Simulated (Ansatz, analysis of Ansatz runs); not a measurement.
**MgH2 (P4_2/mnm), V_H hop (2.5 Å): attempt frequency at charge +1**

Aim: the prefactor of a hop in MgH2 (P4_2/mnm) (V_H hop (2.5 Å), charge +1) from the modes of the moving atom at the start and at the top of a path found beforehand. Model: a cell of 72 host atoms with 1 H taken out.

Main program and level: Ansatz 0.2.0; plane-wave PAW DFT, PBEsol; finite-difference force constants of the moving atom alone.

## (1) The structure

The cell holds 71 atoms: 24 Mg and 47 H. Its edges and angles: a = 8.954 Å, b = 8.954 Å, c = 9.023 Å, α = 90.0°, β = 90.0°, γ = 90.0°. It derives from MgH2 (space group P4_2/mnm). Nearest the centre at fractional (0.500, 0.500, 0.500): H47 at 1.16 Å, Mg67 at 1.67 Å, Mg61 at 1.67 Å, H15 at 2.39 Å, H64 at 2.39 Å, H9 at 2.39 Å, H70 at 2.39 Å, Mg42 at 3.17 Å. The cell carries charge +1.

The cell's shortest repeat is 9.0 Å.

## (2) Vibrations of the moving atom at the start point

Harmonic transition-state theory takes the prefactor from the modes at the minimum and at the top. Only the moving atom is displaced, by 0.02 Å, which takes six displaced runs and a reference; the host's atoms are held.

Contents of qp1.start.modes/input.yaml:

```yaml
crystal:
  lattice:
    - [8.95437031, 0.0, 0.0]
    - [0.0, 8.95437031, 0.0]
    - [0.0, 0.0, 9.0232221]
  atoms:
    - { symbol: Mg, position: [0.24880192, 0.25058389, 0.16628304] }
    - { symbol: Mg, position: [0.00699185, -0.00659955, -6.803e-05] }
    - { symbol: H, position: [0.34738708, 0.3486135, 0.00016615] }
    - { symbol: H, position: [0.40056091, 0.09744195, 0.16792473] }
    - { symbol: H, position: [0.15295134, 0.15066796, -0.00014524] }
    - { symbol: H, position: [0.098461, 0.40422277, 0.16797304] }
    - { symbol: Mg, position: [0.2468829, 0.25036357, 0.49995531] }
    - { symbol: Mg, position: [-0.00521859, 0.00551415, 0.33081145] }
    - { symbol: H, position: [0.34639502, 0.35694114, 0.33632617] }
    - { symbol: H, position: [0.39953456, 0.09820039, 0.49990494] }
    - { symbol: H, position: [0.15132487, 0.15395107, 0.33289282] }
    - { symbol: H, position: [0.09167723, 0.3987827, 0.49988963] }
    - { symbol: Mg, position: [0.24912084, 0.25078573, 0.83377413] }
    - { symbol: Mg, position: [-0.00506832, 0.0055537, 0.66903866] }
    - { symbol: H, position: [0.34612814, 0.35776534, 0.66342872] }
    - { symbol: H, position: [0.40069291, 0.09768757, 0.83204459] }
    - { symbol: H, position: [0.15203956, 0.15347266, 0.66710742] }
    - { symbol: H, position: [0.09876864, 0.40419069, 0.83226978] }
    - { symbol: Mg, position: [0.2542676, 0.74624905, 0.16834896] }
    - { symbol: Mg, position: [0.00023769, 0.50150425, 0.00013266] }
    - { symbol: H, position: [0.34978794, 0.84430384, 3.006e-05] }
    - { symbol: H, position: [0.4066366, 0.59420534, 0.17052617] }
    - { symbol: H, position: [0.15623902, 0.65053904, -8.16e-06] }
    - { symbol: H, position: [0.10152861, 0.89933506, 0.17239142] }
    - { symbol: Mg, position: [0.22846477, 0.77192474, 0.4999914] }
    - { symbol: Mg, position: [-0.00061499, 0.50022481, 0.33369521] }
    - { symbol: H, position: [0.35432166, 0.83933026, 0.34140866] }
    - { symbol: H, position: [0.16108776, 0.64618777, 0.34088712] }
    - { symbol: H, position: [0.0862211, 0.91396143, 0.49989991] }
    - { symbol: Mg, position: [0.25421506, 0.74612995, 0.83166599] }
    - { symbol: Mg, position: [-0.00042693, 0.49999821, 0.66639472] }
    - { symbol: H, position: [0.35404838, 0.83956756, 0.65911529] }
    - { symbol: H, position: [0.40635898, 0.59384642, 0.82937124] }
    - { symbol: H, position: [0.1612793, 0.64592866, 0.65854425] }
    - { symbol: H, position: [0.10095666, 0.89868373, 0.82750521] }
    - { symbol: Mg, position: [0.75461753, 0.24559127, 0.16385946] }
    - { symbol: Mg, position: [0.4989254, 0.00022307, -7.4e-05] }
    - { symbol: H, position: [0.85188882, 0.34621277, 0.00031335] }
    - { symbol: H, position: [0.90441164, 0.09588797, 0.16326199] }
    - { symbol: H, position: [0.65421978, 0.14860038, -0.0002408] }
    - { symbol: H, position: [0.60398369, 0.39649417, 0.15302384] }
    - { symbol: Mg, position: [0.75078657, 0.24964676, 0.50001265] }
    - { symbol: Mg, position: [0.50039106, 0.00091544, 0.3336557] }
    - { symbol: H, position: [0.84031772, 0.35302935, 0.33310368] }
    - { symbol: H, position: [0.900043, 0.10050066, 0.49996234] }
    - { symbol: H, position: [0.64836107, 0.15886045, 0.3328156] }
    - { symbol: H, position: [0.59154646, 0.40889331, 0.49993415] }
    - { symbol: Mg, position: [0.75487676, 0.24579978, 0.83618481] }
    - { symbol: Mg, position: [0.50019645, 0.00109976, 0.66633911] }
    - { symbol: H, position: [0.84142778, 0.35221418, 0.66722378] }
    - { symbol: H, position: [0.90463041, 0.0960561, 0.83661229] }
    - { symbol: H, position: [0.64743148, 0.16011501, 0.66694169] }
    - { symbol: H, position: [0.60402183, 0.3964506, 0.8469929] }
    - { symbol: Mg, position: [0.74957996, 0.75131711, 0.16627757] }
    - { symbol: Mg, position: [0.49701368, 0.50340704, -3.33e-05] }
    - { symbol: H, position: [0.84968292, 0.84751485, 0.000192] }
    - { symbol: H, position: [0.90283182, 0.59987559, 0.16803567] }
    - { symbol: H, position: [0.6518359, 0.65299711, -0.00014827] }
    - { symbol: H, position: [0.59612171, 0.9016126, 0.16774166] }
    - { symbol: Mg, position: [0.75003623, 0.75348505, 0.50010066] }
    - { symbol: Mg, position: [0.51869496, 0.48151134, 0.31721206] }
    - { symbol: H, position: [0.84679086, 0.84845439, 0.33289531] }
    - { symbol: H, position: [0.90246402, 0.60106088, 0.50014824] }
    - { symbol: H, position: [0.64261721, 0.6542974, 0.33659454] }
    - { symbol: H, position: [0.60156747, 0.90867708, 0.50012815] }
    - { symbol: Mg, position: [0.74986995, 0.75160814, 0.83377404] }
    - { symbol: Mg, position: [0.51903449, 0.48159635, 0.68272995] }
    - { symbol: H, position: [0.84638567, 0.84915714, 0.66714504] }
    - { symbol: H, position: [0.90317135, 0.59997754, 0.8321242] }
    - { symbol: H, position: [0.64360341, 0.65390829, 0.66371552] }
    - { symbol: H, position: [0.59616383, 0.90190111, 0.83203226] }
  symmetry: { detect: false }
total_charge: 1
basis:
  ecutwfc: 420
  xc_grid: 2
hamiltonian:
  xc: pbesol
kpoints:
  mp_grid: { grid: [1, 1, 1], shift: [0.25, 0.25, 0.25] }
scf:
  occupations: { method: fixed }
  max_iter: 120
phonons:
  supercell: [1, 1, 1]
  displaced_sites: [46]
  amplitude: 0.02
```

Run with:

```
ansatz run input.yaml --threads 4 --pin off --max-ram 7536MiB --backend cpu --events-out ev --progress --plain --runs-dir out
```

Output:

```text
Engine: ansatz 0.2.0, aarch64-unknown-linux-gnu
Pseudopotentials: kind: paw
Pseudopotential: Mg, paw, valence charge 10, recommended cutoff 420 eV (normal), Mg.paw.azcp
Pseudopotential: H, paw, valence charge 1, recommended cutoff 420 eV (normal), H.paw.azcp
Functional definition: PBEsol
  exchange = pbesol_x
  correlation = pbesol_c
Crystal: 71 atoms, lattice volume = 723.489 Å³
Basis set: ecut = 420 eV, 14111 PW (Γ), exchange–correlation on 120×120×128 points (8 copies of the dense FFT grid, shifted against one another)
Bands: 214, of which v1, the nominal top of the filled ones, is band 143 counted from 1 (142 counted from 0)
Symmetry: 1 space group operations
k-points: 1
Non-local potential: Mg, projectors of the file, l = 0: 3, l = 1: 2, l = 2: 1
Non-local potential: H, projectors of the file, l = 0: 2, l = 1: 1
PAW form: soft (Blöchl's): semilocal exchange-correlation on the pseudo side does not see the compensation charge
PAW frozen core: Mg, regenerated for the run's functional, and the local potential with it (the file was generated under x = pbe(κ = 0.804, μ = 0.219515), c = pbe(β = 0.066725))
PAW one-centre angular grid: Mg, 110 points (default); XC on 64 Gauss nodes
PAW one-centre angular grid: H, 110 points (default); XC on 64 Gauss nodes
Initial density: superposition of atomic densities (neutral atoms scaled as one to the charged cell's electrons: chi_scale 0, normalization atom), corrected by the library's trained network
Initial wavefunctions: pseudopotential atomic-orbital guess
Functional: x = pbesol(κ = 0.804, μ = 0.123457), c = pbesol(β = 0.046)
SCF iter   1: F=—  HF=-46641.365366 eV  |F-HF|=—  |Δ(HF+E_count)|=         —  Δρ=1.03e-2  dr2=6.42e-1  ethr=1.77e-3  ⟨swp⟩=5.0  Hψ=777  notcnv=0  defer=69
preconditioner: auto → Resta (q_TF=auto, 2.337 Å⁻¹)  ε∞=2.8  [insulator: Δε(μ)=3.227 eV  Ē_g=9.890 eV  n_scr=170 (ndim 8)  ℏωp=13.4 eV  f_vac=0.002  ε∞_Penn≈2.8]
SCF iter   2: F=—  HF=-46641.144505 eV  |F-HF|=—  |Δ(HF+E_count)|=   2.21e-1  Δρ=4.61e-3  dr2=1.49e-1  ethr=2.24e-4  ⟨swp⟩=2.0  Hψ=249  notcnv=0  defer=69
SCF iter   3: F=—  HF=-46641.078046 eV  |F-HF|=—  |Δ(HF+E_count)|=   6.65e-2  Δρ=5.50e-4  dr2=2.77e-3  ethr=5.22e-5  ⟨swp⟩=2.0  Hψ=198  notcnv=0  defer=69
SCF iter   4: F=—  HF=-46641.077768 eV  |F-HF|=—  |Δ(HF+E_count)|=   2.78e-4  Δρ=1.76e-4  dr2=2.34e-4  ethr=9.67e-7  ⟨swp⟩=2.0  Hψ=269  notcnv=0  defer=69
SCF iter   5: F=—  HF=-46641.077845 eV  |F-HF|=—  |Δ(HF+E_count)|=   7.73e-5  Δρ=2.79e-5  dr2=1.09e-5  ethr=8.19e-8  ⟨swp⟩=2.0  Hψ=197  notcnv=0  defer=65
SCF iter   6: F=—  HF=-46641.078226 eV  |F-HF|=—  |Δ(HF+E_count)|=   3.81e-4  Δρ=6.82e-6  dr2=6.19e-7  ethr=3.80e-9  ⟨swp⟩=2.0  Hψ=262  notcnv=0  defer=65
SCF iter   7: F=—  HF=-46641.078227 eV  |F-HF|=—  |Δ(HF+E_count)|=   5.16e-7  Δρ=1.44e-6  dr2=1.38e-8  ethr=2.16e-10  ⟨swp⟩=2.0  Hψ=290  notcnv=0  defer=65
SCF iter   8: F=-46641.078227 eV  HF=-46641.078227 eV  |F-HF|=1.89e-10  |Δ(HF+E_count)|=   9.40e-9  Δρ=3.48e-7  dr2=6.58e-10  ethr=1.00e-12  ⟨swp⟩=16.0  Hψ=1553  notcnv=0
SCF 1 converged in 8 iterations: F = -46641.078227 eV  dr2 = 6.58e-10
  greatest PAW one-centre occupation: 1.000 electrons in one spin orbital (limit 2), on the Mg atom at site 24 (counted from 0), in its partial waves of l = 0
Initial density: handed on by an earlier stage of this run
Initial wavefunctions: those handed on with the density
iter 1 solved again at ethr=2.42e-7 eV; its pass at ethr=3.10e-3 eV (dr2=6.92e-4 eV) is discarded
SCF iter   1: F=—  HF=-46641.077538 eV  |F-HF|=—  |Δ(HF+E_count)|=         —  Δρ=3.38e-4  dr2=8.58e-4  ethr=2.42e-7  ⟨swp⟩=2.0  Hψ=539  notcnv=0  defer=64
[...]
SCF 2 converged in 7 iterations: F = -46641.077645 eV  dr2 = 9.24e-12
[...]
SCF 3 converged in 5 iterations: F = -46641.077703 eV  dr2 = 2.08e-11
[...]
SCF 4 converged in 7 iterations: F = -46641.077690 eV  dr2 = 9.64e-12
[...]
SCF 5 converged in 5 iterations: F = -46641.077659 eV  dr2 = 2.04e-11
[...]
SCF iter   4: F=—  HF=-46641.076965 eV  |F-HF|=—  |Δ(HF+E_count)|=   3.65e-4  Δρ=2.67e-6  dr2=4.23e-8  ethr=3.74e-10  ⟨swp⟩=2.0  Hψ=292  notcnv=0  defer=64
SCF iter   5: F=—  HF=-46641.076965 eV  |F-HF|=—  |Δ(HF+E_count)|=   1.33e-8  Δρ=5.82e-7  dr2=1.72e-9  ethr=1.48e-11  ⟨swp⟩=2.0  Hψ=292  notcnv=0  defer=64
SCF iter   6: F=—  HF=-46641.076965 eV  |F-HF|=—  |Δ(HF+E_count)|=  7.20e-10  Δρ=1.25e-7  dr2=1.01e-10  ethr=1.00e-12  ⟨swp⟩=4.0  Hψ=647  notcnv=0
SCF iter   7: F=-46641.076965 eV  HF=-46641.076965 eV  |F-HF|=7.28e-12  |Δ(HF+E_count)|=  5.82e-11  Δρ=2.26e-8  dr2=4.03e-12  ethr=1.00e-12  ⟨swp⟩=3.0  Hψ=504  notcnv=0
SCF 6 converged in 7 iterations: F = -46641.076965 eV  dr2 = 4.03e-12
iter 1 solved again at ethr=3.84e-10 eV; its pass at ethr=3.10e-3 eV (dr2=1.10e-6 eV) is discarded
SCF iter   1: F=—  HF=-46641.076588 eV  |F-HF|=—  |Δ(HF+E_count)|=         —  Δρ=2.54e-5  dr2=1.32e-6  ethr=3.84e-10  ⟨swp⟩=2.0  Hψ=541  notcnv=0  defer=64
SCF iter   2: F=—  HF=-46641.076942 eV  |F-HF|=—  |Δ(HF+E_count)|=   3.53e-4  Δρ=1.29e-5  dr2=3.46e-7  ethr=3.84e-10  ⟨swp⟩=3.0  Hψ=292  notcnv=0  defer=64
SCF iter   3: F=—  HF=-46641.076942 eV  |F-HF|=—  |Δ(HF+E_count)|=   1.30e-7  Δρ=9.60e-7  dr2=4.86e-9  ethr=1.21e-10  ⟨swp⟩=2.0  Hψ=196  notcnv=0  defer=64
SCF iter   4: F=—  HF=-46641.076942 eV  |F-HF|=—  |Δ(HF+E_count)|=  8.73e-11  Δρ=2.24e-7  dr2=2.89e-10  ethr=1.70e-12  ⟨swp⟩=2.0  Hψ=284  notcnv=0  defer=64
SCF iter   5: F=-46641.076942 eV  HF=-46641.076942 eV  |F-HF|=7.28e-12  |Δ(HF+E_count)|=  1.46e-11  Δρ=6.34e-8  dr2=1.97e-11  ethr=1.00e-12  ⟨swp⟩=4.0  Hψ=505  notcnv=0
SCF 7 converged in 5 iterations: F = -46641.076942 eV  dr2 = 1.97e-11
SCF converged after 8 iterations
Free energy (F): -46641.078227 eV
Harris-Foulkes:  -46641.078227 eV  (|F-HF|=1.89e-10)
Internal energy: -46641.078227 eV  (E = F + TS)
E sigma→0 (E₀):  -46641.078227 eV
Fermi energy:    1.964087 eV
--- Per-component energies (eV) ---
  E_band       = -8950.410595
  E_kinetic    = 2460.558632
  E_local      = -41343.461772  (includes V_loc(G=0)·N_el)
  E_nonlocal   = 2363.772554
  E_hartree    = 14832.739501
  E_xc         = -1104.248580
  E_vxc        = -1435.079542  (∫ρ·V_xc dr)
  E_paw        = -6766.685333  (= ΣΔE_a)
  E_vpaw       = -661.622304  (= ΣTr[D̂ρ^β])
  E_aug_tail   = -0.059029  (compensation charges beyond the density's cutoff)
  E_ewald      = -17085.106894
  E_core_change = 1.412694  (= ΣΔE_core)
  E_smearing   = -0.000000  (= −TS)
  E_closure    = -0.000000  (closes the sum)
  E_deformation_potential = 10.098137  (in the stress; not in F)
  Σ components = -46641.078227   (vs F -46641.078227, Δ=0.00e0)
--- Forces (eV/Å), atoms counted from 1 ---
  atom   1  Mg     0.00000560    -0.00301500    -0.00273320
  atom   2  Mg    -0.00017401     0.00054035     0.00085901
  [... 4 atoms left out ...]
  atom   7  Mg    -0.00010951    -0.00394949    -0.00143137
  [... 1 atom left out ...]
  atom   9  H      0.00045974     0.00058784    -0.00158147
  [... 5 atoms left out ...]
  atom  15  H     -0.00015059     0.00121248     0.00232603
  [... 26 atoms left out ...]
  atom  42  Mg     0.00151053    -0.00118415    -0.00053092
  [... 4 atoms left out ...]
  atom  47  H     -0.00116759     0.00049947     0.00058570
  [... 12 atoms left out ...]
  atom  60  Mg     0.00517636     0.00161765     0.00018558
  atom  61  Mg     0.00391209    -0.00260812     0.00344211
  [... 2 atoms left out ...]
  atom  64  H     -0.00084595     0.00072602    -0.00158604
  [... 2 atoms left out ...]
  atom  67  Mg     0.00067860    -0.00327130    -0.00261600
  [... 2 atoms left out ...]
  atom  70  H     -0.00079271    -0.00003653     0.00139919
  [... 1 atom left out ...]
  max |Σ_I F_I| component: 7.90e-6 eV/Å
--- Band table (eV) ---
  k-point 0: bands = ["-71.6007", "-71.6002", "-71.5291", "-71.3231", [... 206 left out ...] "12.8647", "12.8797", "12.9108", "12.9829"]
--- Phonons: 6 displaced members + reference (amplitude 0.02 Å, Σ member SCF iterations 36) ---
  symmetry images taken by strict's conditions (phonons.symmetry_images: auto; settled by no image being taken that strict refuses)
  force constants formed among 1 of 71 sites (H 46); the other 70 at rest. The modes move the named sites alone.
  the frequencies, the zero-point energy and the sums are of the block with the acoustic sum rule laid on its rows. Row sums over every site: 1.0e-4 eV/Å² at the most
  transpose residual: 1.8e-5 eV/Å²
  largest component of a force at the reference: 1.2e-3 eV/Å on a named site, 7.3e-3 eV/Å on a site at rest
  frequencies among the named sites at Γ of the cell (cm⁻¹): 607.92 1058.70 1310.72
  unstable modes among the named sites: 0
  frequencies as built, with no sum rule (cm⁻¹): 607.93 1058.69 1310.72
  zero-point energy: 0.184572 eV/cell   skipped modes (ω ≤ 0): 0
  not written: the harmonic force-constant file, the file of eigenvectors (these modes' are written with the force constants), the density of states and the dispersion, which are of every site
```

The job ended after 30 s (4 threads of Arm Neoverse V2, shared host; peak memory 1.1 GiB; 1.9 min of CPU time).

This step gave:

```yaml
free_energy: -46641.0782 eV
frequencies_of_moving_atom: 607.9, 1059, 1311 cm⁻¹ (negative: imaginary)
```

The three modes are 608, 1059 and 1311 cm⁻¹: all real, a minimum for this atom with the others held.

[end of part 1 of 2]

[Long decimals in the printed logs are rounded to 6 places.]

[Repeated set-up lines and some long k-point lines are left out of the logs, and relaxed atomic positions are cut to six decimals.]

[Logs are printed without paths, hosts, clocks, repeated set-up lines and the standing remarks that a program may print on its own settings, such as how far it seeks lower states.]

[Hosts, paths, dates, database ids (printed as entryN), source tags and the programs' standing remarks are cut or masked in the printed files.]
